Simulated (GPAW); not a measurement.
# Mg/Rh(100): work function by functional and basis

Wanted: work functions and dipole of Mg/Rh(100), with the cost of each level.

Program: GPAW 26.7.0. Level of theory: GPAW, PAW setups; slab in vacuum, relaxation, in the first sound run; inputs show where later runs differ. Results are calculated unless marked as measured.

### 1. The structure

The cell holds 5 atoms: 4 Rh and 1 Mg. Cell: a = 2.687 Å, b = 2.687 Å, c = 24.350 Å, α = 90.0°, β = 90.0°, γ = 90.0°. Vacuum lies along c.

### 2. Relaxation

Forces are removed first; all later runs use this geometry. The lowest 2 atoms are held at bulk positions and keep their forces.

run.py

```python
import json
import numpy as np
from ase import Atoms
from ase.constraints import FixAtoms
from ase.optimize import BFGS
from gpaw import GPAW, PW

slab = Atoms(
    ['Rh', 'Rh', 'Rh', 'Rh', 'Mg'],
    positions=[
        [1.34350, 1.34350, 8.00000],
        [0.00000, 0.00000, 9.90000],
        [1.34350, 1.34350, 11.80000],
        [0.00000, 0.00000, 13.70000],
        [1.34350, 0.00000, 16.35044]],
    cell=[[2.68701, 0.0, 0.0], [0.0, 2.68701, 0.0], [0.0, 0.0, 24.35044]],
    pbc=[True, True, False])

slab.calc = GPAW(mode=PW(400), xc='PBE', kpts={'size': (12, 12, 1), 'gamma': True},
                 occupations={'name': 'fermi-dirac', 'width': 0.1}, nbands='200%',
                 convergence={'density': 1e-05}, maxiter=200,
                 poissonsolver={'dipolelayer': 'xy'},
                 symmetry={'tolerance': 1e-3, 'extra_ids': [1, 1, 0, 0, 0]}, txt='slab.txt')
result = {}
slab.set_constraint(FixAtoms([0, 1]))
path = []
opt = BFGS(slab, maxstep=0.2)
opt.attach(lambda: path.append((slab.get_potential_energy(), slab.positions.tolist(), slab.get_forces().tolist())))
result['relaxed'] = bool(opt.run(fmax=0.03, steps=40))
result['path'] = path
energy = slab.get_potential_energy()
fermi = slab.calc.get_fermi_level()
v = slab.calc.get_electrostatic_potential().mean((0, 1)) - fermi
n = slab.calc.get_pseudo_density().mean((0, 1))
L = slab.cell[2, 2]
z = np.arange(len(v)) * L / len(v)
low, high = slab.positions[:, 2].min(), slab.positions[:, 2].max()
below, above = np.interp([low - 5.8, high + 5.8], z, v)
slopes = [np.interp(x, z, np.gradient(v, z)) for x in (low - 5.8, high + 5.8)]
eps = np.array([[slab.calc.get_eigenvalues(k, s) for k in range(len(slab.calc.get_ibz_k_points()))]
                for s in range(slab.calc.get_number_of_spins())]) - fermi
top, bottom = eps[eps < 0].max(), eps[eps > 0].min()
dipole = slab.get_dipole_moment()[2]
print(f'energy {energy:.4f} eV, Fermi level {fermi:.4f} eV, dipole {dipole:.5f} e A')
print(f'potential 5.8 A off the faces, from the Fermi level: lower {below:.4f} eV, upper {above:.4f} eV')
print(f'slope of the potential there: lower {slopes[0]:.5f}, upper {slopes[1]:.5f} eV/A')
print(f'nearest levels on the mesh: {top:.4f} and {bottom:.4f} eV')
print('magnetic moment', round(slab.get_magnetic_moment(), 3))
result.update(energy=energy, fermi=fermi, dipole=dipole, below=below, above=above, slopes=slopes, edges=[top, bottom],
              z=z.tolist(), v=v.tolist(), n=n.tolist(), positions=slab.positions.tolist(),
              forces=slab.get_forces(apply_constraint=False).tolist(), moments=slab.get_magnetic_moments().tolist())
json.dump(result, open('result.json', 'w'))
```

Run with:

```
$ OMP_NUM_THREADS=1 OPENBLAS_NUM_THREADS=1 python run.py
```

The log of the run:

```text
Step          Energy          fmax
BFGS:    0      -28.860416        0.731007
BFGS:    1      -28.877390        0.714418
BFGS:    2      -28.990419        0.652762
BFGS:    3      -29.007327        0.272175
BFGS:    4      -29.010575        0.180485
BFGS:    5      -29.011973        0.199702
BFGS:    6      -29.014673        0.190464
BFGS:    7      -29.018126        0.223585
BFGS:    8      -29.020915        0.294096
BFGS:    9      -29.023603        0.291837
BFGS:   10      -29.026544        0.204603
BFGS:   11      -29.028865        0.126552
BFGS:   12      -29.029736        0.040271
BFGS:   13      -29.029848        0.004615
energy -28.9099 eV, Fermi level 1.5383 eV, dipole 0.03855 e A
potential 5.8 A off the faces, from the Fermi level: lower 5.0554 eV, upper 4.0900 eV
slope of the potential there: lower -0.00044, upper 0.00027 eV/A
nearest levels on the mesh: -0.0023 and 0.0024 eV
magnetic moment 0.0
```

It took 1.5 h on 1 thread of Arm Neoverse V1, shared host; peak memory 0.38 GiB.

Relaxation path:

| step | energy less that of the first step (eV) | largest force (eV/Å) |
| --- | --- | --- |
| 1 | 0.0000 | 0.7310 |
| 2 | -0.0170 | 0.7144 |
| 3 | -0.1305 | 0.6528 |
| 4 | -0.1475 | 0.2722 |
| 5 | -0.1508 | 0.1805 |
| 6 | -0.1523 | 0.1997 |
| 7 | -0.1553 | 0.1905 |
| 8 | -0.1591 | 0.2236 |
| 9 | -0.1623 | 0.2941 |
| 10 | -0.1654 | 0.2918 |
| 11 | -0.1688 | 0.2046 |
| 12 | -0.1716 | 0.1266 |
| 13 | -0.1726 | 0.0403 |
| 14 | -0.1727 | 0.0046 |

The atoms that moved most (Å):

| atom | dx | dy | dz | length |
| --- | --- | --- | --- | --- |
| Mg5 | 0.000 | 0.000 | -0.297 | 0.297 |
| Rh3 | 0.000 | 0.000 | 0.054 | 0.054 |
| Rh4 | 0.000 | 0.000 | 0.053 | 0.053 |

Final coordinates:

```xyz
5
Lattice="2.6870 0.0000 0.0000 0.0000 2.6870 0.0000 0.0000 0.0000 24.3504" Properties=species:S:1:pos:R:3
Rh    1.3435    1.3435    8.0000
Rh    0.0000    0.0000    9.9000
Rh    1.3435    1.3435   11.8540
Rh    0.0000    0.0000   13.7529
Mg    1.3435    0.0000   16.0531
```

This step gave:

```
dipole along the normal                    : 0.03855 e·Å
levels nearest the Fermi level on the mesh : -0.002273, 0.002394 eV from the Fermi level
upper work function                        : 4.090 eV
lower work function                        : 5.055 eV
```

The electrostatic potential energy of an electron (without an applied field's), less the Fermi level, planar mean by z:

| z (Å) | electrostatic potential energy of an electron (without an applied field's), less the Fermi level, planar mean (eV) |
| --- | --- |
| 0.0 | 4.57 |
| 0.5 | 5.06 |
| 1.0 | 5.05 |
| 1.5 | 5.06 |
| 2.0 | 5.06 |
| 2.5 | 5.06 |
| 3.0 | 5.06 |
| 3.5 | 5.05 |
| 4.0 | 5.05 |
| 4.5 | 5.05 |
| 5.0 | 5.03 |
| 5.5 | 4.98 |
| 6.0 | 4.77 |
| 6.5 | 4.00 |
| 7.0 | 1.12 |
| 7.5 | -9.36 |
| 8.0 | -21.6 |
| 8.5 | -9.89 |
| 9.0 | -2.99 |
| 9.5 | -13.4 |
| 10.0 | -21.2 |
| 10.5 | -7.40 |
| 11.0 | -3.05 |
| 11.5 | -14.9 |
| 12.0 | -20.6 |
| 12.5 | -6.47 |
| 13.0 | -4.32 |
| 13.5 | -17.7 |
| 14.0 | -17.7 |
| 14.5 | -3.05 |
| 15.0 | 0.396 |
| 15.5 | -4.67 |
| 16.0 | -12.6 |
| 16.5 | -7.20 |
| 17.0 | -0.642 |
| 17.5 | 2.33 |
| 18.0 | 3.50 |
| 18.5 | 3.90 |
| 19.0 | 4.03 |
| 19.5 | 4.07 |
| 20.0 | 4.08 |
| 20.5 | 4.09 |
| 21.0 | 4.09 |
| 21.5 | 4.09 |
| 22.0 | 4.09 |
| 22.5 | 4.09 |
| 23.0 | 4.09 |
| 23.5 | 4.09 |
| 24.0 | 4.14 |

The pseudo valence density, planar mean oscillates, so the rows of the table below give means over windows of 2.03 Å about each position, cut where the curve ends. Its maxima inside the range that stand out by 2 % of the span (Å: e/Å³): 7.9: 2.17, 9.9: 2.25, 11.8: 2.19, 13.8: 2.24, 16.0: 1.91. Its minima: 8.9: 0.418, 11.0: 0.395, 12.8: 0.413, 15.2: 0.156.

Pseudo valence density, planar mean against z; means over each step:

| z (Å) | pseudo valence density, planar mean (e/Å³) |
| --- | --- |
| 3.04 | 1.4e-5 |
| 5.08 | 0.00260 |
| 7.11 | 0.635 |
| 9.14 | 1.14 |
| 11.17 | 1.08 |
| 13.20 | 1.09 |
| 15.23 | 0.638 |
| 17.26 | 0.185 |
| 19.29 | 0.00201 |
| 21.32 | 1.8e-5 |

The relaxation lowered the energy of the cell by 0.173 eV (energies extrapolated to zero smearing; the optimiser's log prints free energies). The largest force left on a free atom is 0.0046 eV/Å.

### 3. The slab's potential

The work function is the vacuum plateau of the electrostatic potential less the Fermi level; a dipole layer lets the two faces have plateaus of their own.

This step: GPAW, PAW setups; slab in vacuum (GPAW 26.7.0).

run.py, as its differences from that of step 2:

```diff
@@ -3,4 +3,2 @@
 from ase import Atoms
-from ase.constraints import FixAtoms
-from ase.optimize import BFGS
 from gpaw import GPAW, PW
@@ -12,5 +10,5 @@
         [0.00000, 0.00000, 9.90000],
-        [1.34350, 1.34350, 11.80000],
-        [0.00000, 0.00000, 13.70000],
-        [1.34350, 0.00000, 16.35044]],
+        [1.34350, 1.34350, 11.85396],
+        [0.00000, -0.00000, 13.75292],
+        [1.34350, 0.00000, 16.05312]],
     cell=[[2.68701, 0.0, 0.0], [0.0, 2.68701, 0.0], [0.0, 0.0, 24.35044]],
@@ -22,10 +20,4 @@
                  poissonsolver={'dipolelayer': 'xy'},
-                 symmetry={'tolerance': 1e-3, 'extra_ids': [1, 1, 0, 0, 0]}, txt='slab.txt')
+                 symmetry={'tolerance': 1e-3}, txt='slab.txt')
 result = {}
-slab.set_constraint(FixAtoms([0, 1]))
-path = []
-opt = BFGS(slab, maxstep=0.2)
-opt.attach(lambda: path.append((slab.get_potential_energy(), slab.positions.tolist(), slab.get_forces().tolist())))
-result['relaxed'] = bool(opt.run(fmax=0.03, steps=40))
-result['path'] = path
 energy = slab.get_potential_energy()
```

The log of the run:

```text
energy -28.9099 eV, Fermi level 1.5382 eV, dipole 0.03852 e A
potential 5.8 A off the faces, from the Fermi level: lower 5.0555 eV, upper 4.0903 eV
slope of the potential there: lower -0.00046, upper 0.00027 eV/A
nearest levels on the mesh: -0.0022 and 0.0024 eV
magnetic moment 0.0
```

The job ended after 7.4 min (1 thread; peak memory 0.38 GiB).

This step gave:

* dipole along the normal: 0.03852 e·Å
* levels nearest the Fermi level on the mesh: -0.002239, 0.002408 eV from the Fermi level

The electrostatic potential energy of an electron (without an applied field's), less the Fermi level, planar mean oscillates, so the rows of the table below give means over windows of 1.93 Å about each position, cut where the curve ends. Its maxima inside the range that stand out by 2 % of the span (Å: eV): 8.9: -2.80, 10.9: -2.45, 12.8: -2.98, 14.9: 0.554. Its minima: 8.0: -21.7, 9.9: -22.0, 11.9: -22.1, 13.8: -21.6, 16.0: -12.8.

Table of electrostatic potential energy of an electron (without an applied field's), less the Fermi level, planar mean by z; means over each step:

z (Å), electrostatic potential energy of an electron (without an applied field's), less the Fermi level, planar mean (eV) and a bar from the least value:
```
     0.96        5.0 ##############################
     2.90        5.1 ##############################
     4.83        5.0 ##############################
     6.76        0.1 #####################
     8.69      -11.6 
    10.62      -11.3 #
    12.55      -11.8 
    14.48       -8.1 #######
    16.41       -6.1 ##########
    18.34        3.5 ###########################
    20.27        4.1 ############################
    22.20        4.1 ############################
    24.13        4.1 ############################
```

The pseudo valence density, planar mean oscillates, so the rows of the table below give means over windows of 2.03 Å about each position, cut where the curve ends. Its maxima inside the range that stand out by 2 % of the span (Å: e/Å³): 7.9: 2.17, 9.9: 2.25, 11.8: 2.19, 13.8: 2.24, 16.0: 1.91. Its minima: 8.9: 0.418, 11.0: 0.395, 12.8: 0.413, 15.2: 0.156.

Table of pseudo valence density, planar mean by z; means over each step:

| z (Å) | pseudo valence density, planar mean (e/Å³) |
| --- | --- |
| 3.04 | 1.4e-5 |
| 5.08 | 0.00260 |
| 7.11 | 0.635 |
| 9.14 | 1.14 |
| 11.17 | 1.08 |
| 13.20 | 1.09 |
| 15.23 | 0.638 |
| 17.26 | 0.185 |
| 19.29 | 0.00201 |
| 21.32 | 1.8e-5 |

Force by atom:

| atom | x (eV/Å) | y (eV/Å) | z (eV/Å) | size |
| --- | --- | --- | --- | --- |
| Rh1 | 0.000 | 0.000 | 0.193 | 0.193 |
| Rh2 | 0.000 | 0.000 | -0.196 | 0.196 |
| Rh3 | 0.000 | 0.000 | 0.004 | 0.004 |
| Rh4 | 0.000 | 0.000 | 0.002 | 0.002 |
| Mg5 | 0.000 | 0.000 | -0.001 | 0.001 |

The potential is flat to 4.6e-4 eV/Å where it is read, so the vacuum is wide enough.

### 4. Self-consistent run: xc = "LDA"

The same geometry under LDA, to see how far the functional moves the levels against the vacuum.

run.py, as its differences from that of step 3:

```diff
@@ -16,3 +16,3 @@
 
-slab.calc = GPAW(mode=PW(400), xc='PBE', kpts={'size': (12, 12, 1), 'gamma': True},
+slab.calc = GPAW(mode=PW(400), xc='LDA', kpts={'size': (12, 12, 1), 'gamma': True},
                  occupations={'name': 'fermi-dirac', 'width': 0.1}, nbands='200%',
```

The log of the run:

```text
energy -34.5200 eV, Fermi level 1.2721 eV, dipole 0.04855 e A
potential 5.8 A off the faces, from the Fermi level: lower 5.4369 eV, upper 4.2204 eV
slope of the potential there: lower -0.00052, upper 0.00029 eV/A
nearest levels on the mesh: -0.0022 and 0.0018 eV
magnetic moment 0.0
```

The job ended after 7.3 min (1 thread; peak memory 0.38 GiB).

This step gave:

| Property | Result |
| --- | --- |
| dipole along the normal | 0.04855 e·Å |
| levels nearest the Fermi level on the mesh | -0.002206, 0.001820 eV from the Fermi level |
| upper work function | 4.220 eV |
| lower work function | 5.437 eV |

Electrostatic potential energy of an electron (without an applied field's), less the Fermi level, planar mean against z:

z (Å), electrostatic potential energy of an electron (without an applied field's), less the Fermi level, planar mean (eV) and a bar from the least value:
```
      0.0        4.8 #############################
      0.5        5.4 ##############################
      1.0        5.4 ##############################
      1.5        5.4 ##############################
      2.0        5.4 ##############################
      2.5        5.4 ##############################
      3.0        5.4 ##############################
      3.5        5.4 ##############################
      4.0        5.4 ##############################
      4.5        5.4 ##############################
      5.0        5.4 ##############################
      5.5        5.4 ##############################
      6.0        5.2 ##############################
      6.5        4.4 #############################
      7.0        1.5 ##########################
      7.5       -9.1 ##############
      8.0      -21.4 
      8.5       -9.6 #############
      9.0       -2.6 #####################
      9.5      -13.1 #########
     10.0      -21.0 
     10.5       -7.1 ################
     11.0       -2.7 #####################
     11.5      -14.6 ########
     12.0      -20.3 #
     12.5       -6.1 #################
     13.0       -4.0 ###################
     13.5      -17.4 ####
     14.0      -17.5 ####
     14.5       -2.7 #####################
     15.0        0.7 #########################
     15.5       -4.4 ###################
     16.0      -12.4 ##########
     16.5       -7.0 ################
     17.0       -0.5 #######################
     17.5        2.5 ###########################
     18.0        3.6 ############################
     18.5        4.0 ############################
     19.0        4.2 #############################
     19.5        4.2 #############################
     20.0        4.2 #############################
     20.5        4.2 #############################
     21.0        4.2 #############################
     21.5        4.2 #############################
     22.0        4.2 #############################
     22.5        4.2 #############################
     23.0        4.2 #############################
     23.5        4.2 #############################
     24.0        4.3 #############################
```

The pseudo valence density, planar mean oscillates, so the rows of the table below give means over windows of 2.03 Å about each position, cut where the curve ends. Its maxima inside the range that stand out by 2 % of the span (Å: e/Å³): 7.9: 2.17, 9.9: 2.24, 11.8: 2.18, 13.8: 2.23, 16.0: 1.90. Its minima: 8.9: 0.422, 11.0: 0.398, 12.8: 0.417, 15.2: 0.156.

Table of pseudo valence density, planar mean by z; means over each step:

| z (Å) | pseudo valence density, planar mean (e/Å³) |
| --- | --- |
| 3.04 | 1.2e-5 |
| 5.08 | 0.00261 |
| 7.11 | 0.635 |
| 9.14 | 1.14 |
| 11.17 | 1.08 |
| 13.20 | 1.09 |
| 15.23 | 0.638 |
| 17.26 | 0.185 |
| 19.29 | 0.00204 |
| 21.32 | 1.8e-5 |

Force by atom:

| atom | x (eV/Å) | y (eV/Å) | z (eV/Å) | size |
| --- | --- | --- | --- | --- |
| Rh1 | 0.00 | 0.00 | 1.02 | 1.02 |
| Rh2 | 0.00 | 0.00 | -0.27 | 0.27 |
| Rh3 | 0.00 | 0.00 | 0.06 | 0.06 |
| Rh4 | 0.00 | 0.00 | -0.47 | 0.47 |
| Mg5 | 0.00 | 0.00 | -0.35 | 0.35 |

The upper face's work function is 4.220 eV, against 4.090 eV in the first plane-wave PBE run at this geometry.

### 5. OptPBE vdW: xc = "optPBE-vdW"

The same geometry under optPBE-vdW, to see how far the functional moves the levels against the vacuum (the van der Waals functionals take revPBE setups).

run.py, as its differences from that of step 4:

```diff
@@ -16,3 +16,3 @@
 
-slab.calc = GPAW(mode=PW(400), xc='LDA', kpts={'size': (12, 12, 1), 'gamma': True},
+slab.calc = GPAW(mode=PW(400), xc='optPBE-vdW', kpts={'size': (12, 12, 1), 'gamma': True},
                  occupations={'name': 'fermi-dirac', 'width': 0.1}, nbands='200%',
```

The log of the run:

```text
energy -90.7334 eV, Fermi level 1.4638 eV, dipole 0.04190 e A
potential 5.8 A off the faces, from the Fermi level: lower 5.2280 eV, upper 4.1780 eV
slope of the potential there: lower -0.00055, upper 0.00042 eV/A
nearest levels on the mesh: -0.0130 and 0.0000 eV
magnetic moment 0.0
```

Run time: 7.8 min. Hardware: 1 thread; peak memory 0.5 GiB.

Numbers from this step:

```
dipole along the normal                    : 0.04190 e·Å
levels nearest the Fermi level on the mesh : -0.01305, 3.11e-6 eV from the Fermi level
upper work function                        : 4.178 eV
lower work function                        : 5.228 eV
```

The upper face's work function is 4.178 eV, against 4.090 eV in the first plane-wave PBE run at this geometry.

### 6. Self-consistent run: xc = "revPBE"

The same geometry under revPBE, to see how far the functional moves the levels against the vacuum.

run.py, as its differences from that of step 5:

```diff
@@ -16,3 +16,3 @@
 
-slab.calc = GPAW(mode=PW(400), xc='optPBE-vdW', kpts={'size': (12, 12, 1), 'gamma': True},
+slab.calc = GPAW(mode=PW(400), xc='revPBE', kpts={'size': (12, 12, 1), 'gamma': True},
                  occupations={'name': 'fermi-dirac', 'width': 0.1}, nbands='200%',
```

The log of the run:

```text
energy -26.7755 eV, Fermi level 1.6264 eV, dipole 0.03481 e A
potential 5.8 A off the faces, from the Fermi level: lower 4.9012 eV, upper 4.0290 eV
slope of the potential there: lower -0.00041, upper 0.00026 eV/A
nearest levels on the mesh: -0.0028 and 0.0036 eV
magnetic moment 0.0
```

The job ended after 8.2 min (1 thread; peak memory 0.38 GiB).

This step gave:

| Item | Value |
| --- | --- |
| dipole along the normal | 0.03481 e·Å |
| levels nearest the Fermi level on the mesh | -0.002783, 0.003562 eV from the Fermi level |
| upper work function | 4.029 eV |
| lower work function | 4.901 eV |

The electrostatic potential energy of an electron (without an applied field's), less the Fermi level, planar mean oscillates, so the rows of the table below give means over windows of 1.93 Å about each position, cut where the curve ends. Its maxima inside the range that stand out by 2 % of the span (Å: eV): 8.9: -2.87, 10.9: -2.53, 12.8: -3.06, 14.9: 0.467. Its minima: 8.0: -21.7, 9.9: -22.0, 11.9: -22.1, 13.8: -21.6, 16.0: -12.9.

Electrostatic potential energy of an electron (without an applied field's), less the Fermi level, planar mean against z; means over each step:

| z (Å) | electrostatic potential energy of an electron (without an applied field's), less the Fermi level, planar mean (eV) |
| --- | --- |
| 0.96 | 4.86 |
| 2.90 | 4.90 |
| 4.83 | 4.87 |
| 6.76 | -0.00581 |
| 8.69 | -11.7 |
| 10.62 | -11.4 |
| 12.55 | -11.9 |
| 14.48 | -8.17 |
| 16.41 | -6.17 |
| 18.34 | 3.49 |
| 20.27 | 4.02 |
| 22.20 | 4.03 |
| 24.13 | 4.07 |

The upper face's work function is 4.029 eV, against 4.090 eV in the first plane-wave PBE run at this geometry.

(Part 1 of 2 ends here.)

[Logs are printed without paths, hosts, clocks, repeated set-up lines and the standing remarks that a program may print on its own settings, such as how far it seeks lower states.]

[Hosts, paths, dates, database ids (printed as entryN), source tags and the programs' standing remarks are cut or masked in the printed files.]
